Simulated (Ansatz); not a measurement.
**The perfect Cu wire along [110], 4 atoms a period**

Wanted: the relaxed geometry and the bands of the Cu wire along [110], 4 atoms a period.

Calculated with Ansatz 0.2.0; DFT PBE, plane waves, PAW; relaxation of a wire's period; PAW set soft_1, in the first sound run; inputs show where later runs differ.

## (1) The structure

The cell holds 4 atoms: 4 Cu. Its edges and angles: a = 10.430 Å, b = 9.367 Å, c = 2.567 Å, α = 90.0°, β = 90.0°, γ = 90.0°. Vacuum lies along a and b. The structure's axis is c.

## (2) Relaxation of atoms and period

Band widths follow the bond lengths, so the wire is relaxed first. The atoms and the third cell vector are free; the box across stays fixed as vacuum. A Fermi-Dirac smearing is set since the result may be a metal. The pressure printed is a third of the stress's trace over the whole box, vacuum included; only the stress along the axis is relaxed.

Input file input.yaml:

```yaml
crystal:
  lattice:
    - [10.43, 0.0, 0.0]
    - [0.0, 9.367, 0.0]
    - [0.0, 0.0, 2.5667976157]
  atoms:
    - { symbol: Cu, position: [0.325982742, 0.499989197, 0.0] }
    - { symbol: Cu, position: [0.674017258, 0.499989197, 0.0] }
    - { symbol: Cu, position: [0.5, 0.362976407, 0.5] }
    - { symbol: Cu, position: [0.5, 0.637001987, 0.5] }
kpoints:
  mp_grid: { grid: [1, 1, 32] }
scf:
  occupations: { method: fermi_dirac, width: 0.05 }
hamiltonian:
  xc: pbe
  pseudopotentials: { kind: paw, azcp: { folder: soft_1 } }
relax:
  cell: { fix: [a, b, alpha, beta, gamma] }
  max_steps: 45
  f_tol: 0.03
```

Started as:

```console
ansatz run input.yaml --threads 4 --pin off --max-ram 16384MiB --backend cpu --events-out ev --progress --plain --runs-dir out
```

Numbers of over 12 decimals in the logs are rounded to 6 here.

The program printed:

```text
Engine: ansatz 0.2.0, aarch64-unknown-linux-gnu
Pseudopotentials: kind: paw
Pseudopotential: Cu, paw, valence charge 19, recommended cutoff 420 eV (normal), soft_1/Cu.paw.azcp
Functional definition: PBE
  parameter kappa = 0.804
  parameter beta = 0.066725
  exchange = pbe_x(kappa = kappa, mu = beta*pi^2/3)
  correlation = pbe_c(beta = beta)
Crystal: 4 atoms, lattice volume = 250.771 Å³
Basis set: ecut = 420 eV, 4917 PW (Γ), exchange–correlation on 144×128×36 points (8 copies of the dense FFT grid, shifted against one another)
Bands: 46, of which v1, the nominal top of the filled ones, is band 38 counted from 1 (37 counted from 0)
Symmetry: 8 space group operations
Space group: Pmmm (ITA 47), of the structure as read, at distance tolerance 6.3e-5 Å
k-points: 17 of 32
Non-local potential: Cu, projectors of the file, l = 0: 3, l = 1: 2, l = 2: 3, l = 3: 1
PAW form: soft (Blöchl's): semilocal exchange-correlation on the pseudo side does not see the compensation charge
PAW one-centre angular grid: Cu, 590 points (default); XC on 64 Gauss nodes
Initial density: superposition of atomic densities (neutral atoms: chi_scale 0, normalization atom)
Initial wavefunctions: pseudopotential atomic-orbital guess
Functional: x = pbe(κ = 0.804, μ = 0.219515), c = pbe(β = 0.066725)
SCF iter   1: F=—  HF=-26498.732189 eV  |F-HF|=—  |Δ(HF+E_count)|=         —  Δρ=7.85e-2  dr2=1.03e1  ethr=3.10e-3  ⟨swp⟩=7.3  Hψ=3224  notcnv=0  defer=2
preconditioner: auto → LDOS  [insulator: Δε(μ)=0.180 eV  Ē_g=5.583 eV  σ=0.050 eV  W_gap=0.68  n_scr=36 (ndim 8)  ℏωp=15.6 eV  f_vac=0.678  D(μ)=1.54/eV (n_scr^D=8)  ε∞_Penn≈8.8  β→1.0]
SCF iter   2: F=—  HF=-26507.910545 eV  |F-HF|=—  |Δ(HF+E_count)|=    9.18e0  Δρ=1.55e-1  dr2=3.44e1  ethr=3.10e-3  ⟨swp⟩=4.0  Hψ=2271  notcnv=0  defer=22  recentre
SCF iter   3: F=—  HF=-26496.917163 eV  |F-HF|=—  |Δ(HF+E_count)|=    1.10e1  Δρ=2.29e-2  dr2=8.63e-1  ethr=3.10e-3  ⟨swp⟩=4.0  Hψ=2200  notcnv=0  defer=33
SCF iter   4: F=—  HF=-26496.758044 eV  |F-HF|=—  |Δ(HF+E_count)|=   1.59e-1  Δρ=5.61e-3  dr2=4.43e-2  ethr=1.14e-3  ⟨swp⟩=2.2  Hψ=1394  notcnv=0  defer=29
SCF iter   5: F=—  HF=-26496.754057 eV  |F-HF|=—  |Δ(HF+E_count)|=   3.99e-3  Δρ=2.07e-3  dr2=6.25e-3  ethr=5.83e-5  ⟨swp⟩=2.0  Hψ=1354  notcnv=0  defer=31
SCF iter   6: F=—  HF=-26496.757074 eV  |F-HF|=—  |Δ(HF+E_count)|=   3.02e-3  Δρ=8.65e-4  dr2=1.81e-3  ethr=8.22e-6  ⟨swp⟩=2.0  Hψ=1229  notcnv=0  defer=31
SCF iter   7: F=—  HF=-26496.757032 eV  |F-HF|=—  |Δ(HF+E_count)|=   4.22e-5  Δρ=2.74e-4  dr2=1.42e-4  ethr=2.38e-6  ⟨swp⟩=2.0  Hψ=1149  notcnv=0  defer=31
SCF iter   8: F=—  HF=-26496.757044 eV  |F-HF|=—  |Δ(HF+E_count)|=   1.16e-5  Δρ=3.40e-5  dr2=2.13e-6  ethr=1.86e-7  ⟨swp⟩=2.0  Hψ=1118  notcnv=0  defer=31
SCF iter   9: F=—  HF=-26496.757170 eV  |F-HF|=—  |Δ(HF+E_count)|=   1.26e-4  Δρ=1.15e-5  dr2=2.67e-7  ethr=2.80e-9  ⟨swp⟩=2.1  Hψ=1135  notcnv=0  defer=31
SCF iter  10: F=-26496.757170 eV  HF=-26496.757170 eV  |F-HF|=4.32e-9  |Δ(HF+E_count)|=   2.94e-8  Δρ=1.65e-6  dr2=7.27e-9  ethr=1.32e-10  ⟨swp⟩=4.2  Hψ=2521  notcnv=0
SCF 1 converged in 10 iterations: F = -26496.757170 eV  dr2 = 7.27e-9
  greatest PAW one-centre occupation: 1.000 electrons in one spin orbital (limit 2), on the Cu atom at site 1 (counted from 0), in its partial waves of l = 0
relax step   1: F+E_penalty+E_count = -26496.75717014 eV  Δ(F+E_penalty+E_count) = +0.000e0 eV  max|allowed force component| = 7.892e-1 eV/Å  Δτ_max = 0.0000 Å  P = -1.747 GPa  Ω = 250.771 Å³  fix = [a, b, alpha, beta, gamma]  reactions: a -1.738, b -0.814 GPa  (10 SCF iters, dr2 threshold 1.00e-7 eV, accepted)
Crystal: 4 atoms, lattice volume = 246.065 Å³
Basis set: ecut = 420 eV, 4801 PW (Γ), exchange–correlation on 144×128×36 points (8 copies of the dense FFT grid, shifted against one another)
Initial density: handed on by an earlier stage of this run
Initial wavefunctions: those handed on with the density
iter 1 solved again at ethr=9.82e-5 eV; its pass at ethr=3.10e-3 eV (dr2=7.47e-2 eV) is discarded
SCF iter   1: F=—  HF=-26496.920303 eV  |F-HF|=—  |Δ(HF+E_count)|=         —  Δρ=7.29e-3  dr2=7.60e-2  ethr=9.82e-5  ⟨swp⟩=2.2  Hψ=3427  notcnv=0
preconditioner: auto → LDOS  [insulator: Δε(μ)=0.167 eV  Ē_g=6.282 eV  σ=0.050 eV  W_gap=0.56  n_scr=36 (ndim 8)  ℏωp=15.7 eV  f_vac=0.690  D(μ)=1.12/eV (n_scr^D=8)  ε∞_Penn≈7.2  β→1.0]
SCF iter   2: F=—  HF=-26497.018093 eV  |F-HF|=—  |Δ(HF+E_count)|=   9.78e-2  Δρ=1.95e-2  dr2=5.22e-1  ethr=9.82e-5  ⟨swp⟩=2.9  Hψ=1657  notcnv=0  recentre
SCF iter   3: F=—  HF=-26496.907591 eV  |F-HF|=—  |Δ(HF+E_count)|=   1.11e-1  Δρ=2.90e-3  dr2=1.20e-2  ethr=9.82e-5  ⟨swp⟩=2.5  Hψ=1687  notcnv=0  defer=31
SCF iter   4: F=—  HF=-26496.905231 eV  |F-HF|=—  |Δ(HF+E_count)|=   2.36e-3  Δρ=4.07e-4  dr2=1.90e-4  ethr=1.58e-5  ⟨swp⟩=2.0  Hψ=1113  notcnv=0  defer=31
SCF iter   5: F=—  HF=-26496.905429 eV  |F-HF|=—  |Δ(HF+E_count)|=   1.98e-4  Δρ=1.21e-4  dr2=4.27e-5  ethr=2.51e-7  ⟨swp⟩=2.1  Hψ=1350  notcnv=0  defer=31
SCF iter   6: F=—  HF=-26496.905420 eV  |F-HF|=—  |Δ(HF+E_count)|=   9.23e-6  Δρ=8.15e-5  dr2=9.85e-6  ethr=5.62e-8  ⟨swp⟩=2.0  Hψ=1125  notcnv=0  defer=31
SCF iter   7: F=—  HF=-26496.905418 eV  |F-HF|=—  |Δ(HF+E_count)|=   1.41e-6  Δρ=1.45e-5  dr2=3.05e-7  ethr=5.26e-10  ⟨swp⟩=3.7  Hψ=3232  notcnv=0
SCF iter   8: F=-26496.905418 eV  HF=-26496.905418 eV  |F-HF|=1.00e-7  |Δ(HF+E_count)|=   1.24e-7  Δρ=8.75e-6  dr2=1.34e-7  ethr=4.02e-10  ⟨swp⟩=4.0  Hψ=2517  notcnv=0
SCF 2 converged in 8 iterations: F = -26496.905418 eV  dr2 = 1.34e-7
relax step   2: F+E_penalty+E_count = -26496.90541813 eV  Δ(F+E_penalty+E_count) = -1.482e-1 eV  max|allowed force component| = 4.138e-1 eV/Å  Δτ_max = 0.0634 Å  P = -0.881 GPa  Ω = 246.065 Å³  energy of the carried Pulay correction = +8.438e-4 eV  fix = [a, b, alpha, beta, gamma]  reactions: a -0.864, b -0.291 GPa  (8 SCF iters, dr2 threshold 4.00e-7 eV, accepted)
Crystal: 4 atoms, lattice volume = 239.839 Å³
Basis set: ecut = 420 eV, 4649 PW (Γ), exchange–correlation on 144×128×36 points (8 copies of the dense FFT grid, shifted against one another)
iter 1 solved again at ethr=1.67e-4 eV; its pass at ethr=3.10e-3 eV (dr2=1.27e-1 eV) is discarded
SCF iter   1: F=—  HF=-26496.977995 eV  |F-HF|=—  |Δ(HF+E_count)|=         —  Δρ=9.59e-3  dr2=1.30e-1  ethr=1.67e-4  ⟨swp⟩=2.3  Hψ=3684  notcnv=0
preconditioner: auto → LDOS  [insulator: Δε(μ)=0.144 eV  Ē_g=6.518 eV  σ=0.050 eV  W_gap=0.50  n_scr=40 (ndim 8)  ℏωp=15.9 eV  f_vac=0.695  D(μ)=1.23/eV (n_scr^D=8)  ε∞_Penn≈7.0  β→1.0]
SCF iter   2: F=—  HF=-26497.125357 eV  |F-HF|=—  |Δ(HF+E_count)|=   1.47e-1  Δρ=2.44e-2  dr2=7.93e-1  ethr=1.67e-4  ⟨swp⟩=3.2  Hψ=1775  notcnv=0  recentre
SCF iter   3: F=—  HF=-26496.956297 eV  |F-HF|=—  |Δ(HF+E_count)|=   1.69e-1  Δρ=3.89e-3  dr2=2.11e-2  ethr=1.67e-4  ⟨swp⟩=2.4  Hψ=1667  notcnv=0  defer=30
SCF iter   4: F=—  HF=-26496.951987 eV  |F-HF|=—  |Δ(HF+E_count)|=   4.31e-3  Δρ=7.89e-4  dr2=7.54e-4  ethr=2.77e-5  ⟨swp⟩=2.0  Hψ=1139  notcnv=0  defer=30
SCF iter   5: F=—  HF=-26496.952057 eV  |F-HF|=—  |Δ(HF+E_count)|=   7.00e-5  Δρ=6.00e-4  dr2=5.10e-4  ethr=9.92e-7  ⟨swp⟩=2.8  Hψ=1528  notcnv=0  defer=30
SCF iter   6: F=—  HF=-26496.952008 eV  |F-HF|=—  |Δ(HF+E_count)|=   4.91e-5  Δρ=7.13e-5  dr2=7.90e-6  ethr=6.71e-7  ⟨swp⟩=2.0  Hψ=1109  notcnv=0  defer=30
SCF iter   7: F=—  HF=-26496.952127 eV  |F-HF|=—  |Δ(HF+E_count)|=   1.19e-4  Δρ=4.04e-5  dr2=2.63e-6  ethr=1.04e-8  ⟨swp⟩=2.4  Hψ=1384  notcnv=0  defer=30
SCF iter   8: F=—  HF=-26496.952127 eV  |F-HF|=—  |Δ(HF+E_count)|=   3.39e-7  Δρ=1.62e-5  dr2=4.37e-7  ethr=3.46e-9  ⟨swp⟩=2.0  Hψ=1043  notcnv=0  defer=30
SCF iter   9: F=-26496.952127 eV  HF=-26496.952127 eV  |F-HF|=1.06e-8  |Δ(HF+E_count)|=   5.53e-9  Δρ=4.08e-6  dr2=2.52e-8  ethr=5.26e-10  ⟨swp⟩=4.1  Hψ=2519  notcnv=0
SCF 3 converged in 9 iterations: F = -26496.952127 eV  dr2 = 2.52e-8
relax step   3: F+E_penalty+E_count = -26496.95212684 eV  Δ(F+E_penalty+E_count) = -4.671e-2 eV  max|allowed force component| = 1.758e-1 eV/Å  Δτ_max = 0.0795 Å  P = +0.416 GPa  Ω = 239.839 Å³  energy of the carried Pulay correction = +1.988e-3 eV  fix = [a, b, alpha, beta, gamma]  reactions: a +0.354, b +0.427 GPa  (9 SCF iters, dr2 threshold 4.00e-7 eV, accepted)
Crystal: 4 atoms, lattice volume = 240.870 Å³
Basis set: ecut = 420 eV, 4685 PW (Γ), exchange–correlation on 144×128×36 points (8 copies of the dense FFT grid, shifted against one another)
iter 1 solved again at ethr=1.82e-5 eV; its pass at ethr=3.10e-3 eV (dr2=1.38e-2 eV) is discarded
SCF iter   1: F=—  HF=-26496.961829 eV  |F-HF|=—  |Δ(HF+E_count)|=         —  Δρ=3.22e-3  dr2=1.34e-2  ethr=1.82e-5  ⟨swp⟩=2.1  Hψ=3417  notcnv=0
preconditioner: auto → LDOS  [insulator: Δε(μ)=0.180 eV  Ē_g=6.571 eV  σ=0.050 eV  W_gap=0.59  n_scr=40 (ndim 8)  ℏωp=15.9 eV  f_vac=0.695  D(μ)=1.15/eV (n_scr^D=8)  ε∞_Penn≈6.8  β→1.0]
SCF iter   2: F=—  HF=-26496.964649 eV  |F-HF|=—  |Δ(HF+E_count)|=   2.82e-3  Δρ=4.89e-3  dr2=3.39e-2  ethr=1.76e-5  ⟨swp⟩=2.0  Hψ=1453  notcnv=0  recentre
SCF iter   3: F=—  HF=-26496.959045 eV  |F-HF|=—  |Δ(HF+E_count)|=   5.60e-3  Δρ=2.05e-3  dr2=6.16e-3  ethr=1.76e-5  ⟨swp⟩=2.0  Hψ=1496  notcnv=0
SCF iter   4: F=—  HF=-26496.957883 eV  |F-HF|=—  |Δ(HF+E_count)|=   1.16e-3  Δρ=2.25e-4  dr2=7.20e-5  ethr=8.10e-6  ⟨swp⟩=2.0  Hψ=1250  notcnv=0  defer=4
SCF iter   5: F=—  HF=-26496.958034 eV  |F-HF|=—  |Δ(HF+E_count)|=   1.51e-4  Δρ=2.68e-4  dr2=9.83e-5  ethr=9.48e-8  ⟨swp⟩=2.1  Hψ=1387  notcnv=0  defer=4
SCF iter   6: F=—  HF=-26496.958021 eV  |F-HF|=—  |Δ(HF+E_count)|=   1.31e-5  Δρ=4.65e-5  dr2=3.53e-6  ethr=9.48e-8  ⟨swp⟩=2.0  Hψ=1124  notcnv=0  defer=4
SCF iter   7: F=-26496.958022 eV  HF=-26496.958022 eV  |F-HF|=3.17e-7  |Δ(HF+E_count)|=   8.45e-7  Δρ=8.78e-6  dr2=3.42e-7  ethr=5.26e-10  ⟨swp⟩=3.2  Hψ=3224  notcnv=0
SCF 4 converged in 7 iterations: F = -26496.958022 eV  dr2 = 3.42e-7
relax step   4: F+E_penalty+E_count = -26496.95802183 eV  Δ(F+E_penalty+E_count) = -5.895e-3 eV  max|allowed force component| = 2.511e-2 eV/Å  Δτ_max = 0.0364 Å  P = +0.128 GPa  Ω = 240.870 Å³  energy of the carried Pulay correction = +1.796e-3 eV  fix = [a, b, alpha, beta, gamma]  reactions: a +0.115, b +0.176 GPa  (7 SCF iters, dr2 threshold 4.00e-7 eV, accepted)
Crystal: 4 atoms, lattice volume = 241.339 Å³
iter 1 solved again at ethr=5.15e-7 eV; its pass at ethr=3.10e-3 eV (dr2=3.92e-4 eV) is discarded
SCF iter   1: F=—  HF=-26496.958041 eV  |F-HF|=—  |Δ(HF+E_count)|=         —  Δρ=5.22e-4  dr2=3.76e-4  ethr=5.15e-7  ⟨swp⟩=2.2  Hψ=3146  notcnv=0
preconditioner: auto → LDOS  [insulator: Δε(μ)=0.170 eV  Ē_g=6.551 eV  σ=0.050 eV  W_gap=0.55  n_scr=36 (ndim 8)  ℏωp=15.9 eV  f_vac=0.694  D(μ)=1.11/eV (n_scr^D=8)  ε∞_Penn≈6.9  β→1.0]
SCF iter   2: F=—  HF=-26496.958333 eV  |F-HF|=—  |Δ(HF+E_count)|=   2.92e-4  Δρ=1.17e-3  dr2=1.86e-3  ethr=4.94e-7  ⟨swp⟩=2.0  Hψ=1476  notcnv=0  recentre
SCF iter   3: F=—  HF=-26496.957980 eV  |F-HF|=—  |Δ(HF+E_count)|=   3.53e-4  Δρ=2.83e-4  dr2=1.12e-4  ethr=4.94e-7  ⟨swp⟩=2.0  Hψ=1509  notcnv=0
SCF iter   4: F=—  HF=-26496.957958 eV  |F-HF|=—  |Δ(HF+E_count)|=   2.21e-5  Δρ=4.35e-5  dr2=2.55e-6  ethr=1.47e-7  ⟨swp⟩=2.0  Hψ=1141  notcnv=0
SCF iter   5: F=—  HF=-26496.958081 eV  |F-HF|=—  |Δ(HF+E_count)|=   1.23e-4  Δρ=3.05e-5  dr2=1.25e-6  ethr=3.35e-9  ⟨swp⟩=2.8  Hψ=1566  notcnv=0
SCF iter   6: F=—  HF=-26496.958081 eV  |F-HF|=—  |Δ(HF+E_count)|=   2.90e-8  Δρ=1.56e-5  dr2=3.37e-7  ethr=1.64e-9  ⟨swp⟩=1.6  Hψ=889  notcnv=0
SCF iter   7: F=-26496.958081 eV  HF=-26496.958081 eV  |F-HF|=1.12e-8  |Δ(HF+E_count)|=   1.44e-8  Δρ=3.22e-6  dr2=1.52e-8  ethr=2.89e-11  ⟨swp⟩=3.9  Hψ=3336  notcnv=0
SCF 5 converged in 7 iterations: F = -26496.958081 eV  dr2 = 1.52e-8
relax step   5: F+E_penalty+E_count = -26496.95808064 eV  Δ(F+E_penalty+E_count) = -5.881e-5 eV  max|allowed force component| = 4.258e-4 eV/Å  Δτ_max = 0.0045 Å  P = +0.053 GPa  Ω = 241.339 Å³  energy of the carried Pulay correction = +1.709e-3 eV  fix = [a, b, alpha, beta, gamma]  reactions: a +0.065, b +0.132 GPa  (7 SCF iters, dr2 threshold 2.20e-8 eV, accepted)
Initial wavefunctions: pseudopotential atomic-orbital guess (no wavefunctions were taken with the density)
iter 1 solved again at ethr=6.28e-6 eV; its pass at ethr=3.10e-3 eV (dr2=4.77e-3 eV) is discarded
SCF iter   1: F=—  HF=-26496.955957 eV  |F-HF|=—  |Δ(HF+E_count)|=         —  Δρ=7.35e-5  dr2=3.30e-6  ethr=6.28e-6  ⟨swp⟩=3.0  Hψ=5137  notcnv=0
eigensolver tolerance schedule: the retry pair's looser diagonalisation over-reported the residual by 1447.30 of it (diagonalisation noise at an unbounded share of the residual, at the tolerance the schedule requests for it); recorded, not acted on — ethr = c·dr2/N_el stays at c = 1.0e-1
preconditioner: auto → LDOS  [insulator: Δε(μ)=0.168 eV  Ē_g=6.547 eV  σ=0.050 eV  W_gap=0.54  n_scr=36 (ndim 8)  ℏωp=15.9 eV  f_vac=0.694  D(μ)=1.11/eV (n_scr^D=8)  ε∞_Penn≈6.9  β→1.0]
SCF iter   2: F=—  HF=-26496.956093 eV  |F-HF|=—  |Δ(HF+E_count)|=   1.37e-4  Δρ=3.27e-4  dr2=1.52e-4  ethr=4.34e-9  ⟨swp⟩=3.0  Hψ=1805  notcnv=0
SCF iter   3: F=—  HF=-26496.956121 eV  |F-HF|=—  |Δ(HF+E_count)|=   2.76e-5  Δρ=4.66e-4  dr2=2.90e-4  ethr=4.34e-9  ⟨swp⟩=3.1  Hψ=1800  notcnv=0
SCF iter   4: F=—  HF=-26496.956059 eV  |F-HF|=—  |Δ(HF+E_count)|=   6.16e-5  Δρ=7.99e-6  dr2=1.59e-7  ethr=4.34e-9  ⟨swp⟩=3.0  Hψ=1792  notcnv=0
SCF iter   5: F=—  HF=-26496.956085 eV  |F-HF|=—  |Δ(HF+E_count)|=   2.60e-5  Δρ=2.41e-6  dr2=4.81e-8  ethr=2.09e-10  ⟨swp⟩=2.6  Hψ=1230  notcnv=0
SCF iter   6: F=—  HF=-26496.956085 eV  |F-HF|=—  |Δ(HF+E_count)|=   5.43e-9  Δρ=8.72e-7  dr2=5.44e-9  ethr=6.33e-11  ⟨swp⟩=2.1  Hψ=1133  notcnv=0
SCF iter   7: F=—  HF=-26496.956085 eV  |F-HF|=—  |Δ(HF+E_count)|=  7.57e-10  Δρ=1.05e-6  dr2=1.65e-9  ethr=7.15e-12  ⟨swp⟩=2.0  Hψ=1157  notcnv=0
SCF iter   8: F=-26496.956085 eV  HF=-26496.956085 eV  |F-HF|=7.28e-12  |Δ(HF+E_count)|=  2.36e-10  Δρ=1.29e-7  dr2=2.33e-11  ethr=1.00e-12  ⟨swp⟩=4.0  Hψ=3224  notcnv=0
SCF 6 converged in 8 iterations: F = -26496.956085 eV  dr2 = 2.33e-11
relax step   6: F+E_penalty+E_count = -26496.95608539 eV  Δ(F+E_penalty+E_count) = +1.995e-3 eV  max|allowed force component| = 3.371e-4 eV/Å  Δτ_max = 0.0000 Å  P = +0.057 GPa  Ω = 241.339 Å³  fix = [a, b, alpha, beta, gamma]  reactions: a +0.068, b +0.134 GPa  stress off target by 3.07e-2 GPa on what of the cell is left free  SCF on the basis re-selected at this cell (its energy is not comparable with the rows above)  (8 SCF iters)
basis re-selected at this cell: Δ(F+E_penalty+E_count) = +1.995e-3 eV, ΔP = +0.003 GPa vs the last step (what re-selecting the basis moved, of the pressure what is left beyond the Pulay correction that the steps carried, after the strain that the cell walked since its last selection, with what the two solves' SCF thresholds leave and, on support functions, any second-order correction that the steps lacked; it is no m [...]
SCF converged after 8 iterations
Free energy (F): -26496.956085 eV
Harris-Foulkes:  -26496.956085 eV  (|F-HF|=7.28e-12)
Internal energy: -26496.947051 eV  (E = F + TS)
E sigma→0 (E₀):  -26496.951568 eV
Entropy (-TS):   -0.009034 eV (-2.258 meV/atom)
Fermi energy:    -0.252357 eV
--- Per-component energies (eV) ---
  E_band       = -2686.495801
  E_kinetic    = 1046.801988
  E_local      = -53422.765457  (includes V_loc(G=0)·N_el)
  E_nonlocal   = 3587.531215
  E_hartree    = 24729.794114
  E_xc         = -268.756197
  E_vxc        = -346.292958  (∫ρ·V_xc dr)
  E_paw        = -7284.230579  (= ΣΔE_a)
  E_vpaw       = -3011.363898  (= ΣTr[D̂ρ^β])
  E_aug_tail   = 0.004289  (compensation charges beyond the density's cutoff)
  E_ewald      = 5114.673577
  E_smearing   = -0.009034  (= −TS)
  E_closure    = -0.000000  (closes the sum)
  Σ components = -26496.956085   (vs F -26496.956085, Δ=0.00e0)
--- Forces (eV/Å), atoms counted from 1 ---
  atom   1  Cu    -0.00001386     0.00000000     0.00000000
  atom   2  Cu     0.00001386     0.00000000     0.00000000
  atom   3  Cu     0.00000000     0.00033711     0.00000000
  atom   4  Cu    -0.00000000    -0.00033711     0.00000000
  max |Σ_I F_I| component: 1.08e-19 eV/Å
--- Stress (GPa, compression-positive) ---
        0.067821       0.000000       0.000000
        0.000000       0.133724       0.000000
        0.000000       0.000000      -0.030734
  P = ⅓ Tr σ = 0.0569 GPa (0.569 kbar)
--- Relaxed structure (5 steps of the walk, 5 accepted, 1 SCFs on fresh bases) ---
  F+E_penalty+E_count = -26496.95608539 eV   max|allowed force component| = 3.371e-4 eV/Å   (the final SCF, on the basis selected at the relaxed cell)
  cell:  # Å, volume = 241.3392 Å³
    - [10.43, 0.0, 0.0]
    - [0.0, 9.367, 0.0]
    - [0.0, 0.0, 2.470262]
  atoms:
    - { symbol: Cu, position: [0.341696, 0.499989, 0.0] }
    - { symbol: Cu, position: [0.658304, 0.499989, 0.0] }
    - { symbol: Cu, position: [0.5, 0.358718, 0.5] }
    - { symbol: Cu, position: [0.5, 0.641261, 0.5] }
```

It took 15 s on 4 threads of Arm Neoverse V2, shared host; peak memory 0.65 GiB; 56 s of CPU time.

[end of part 1 of 2]

[Logs are printed without paths, hosts, clocks, repeated set-up lines and the standing remarks that a program may print on its own settings, such as how far it seeks lower states.]

[Hosts, paths, dates, database ids (printed as entryN), source tags and the programs' standing remarks are cut or masked in the printed files.]
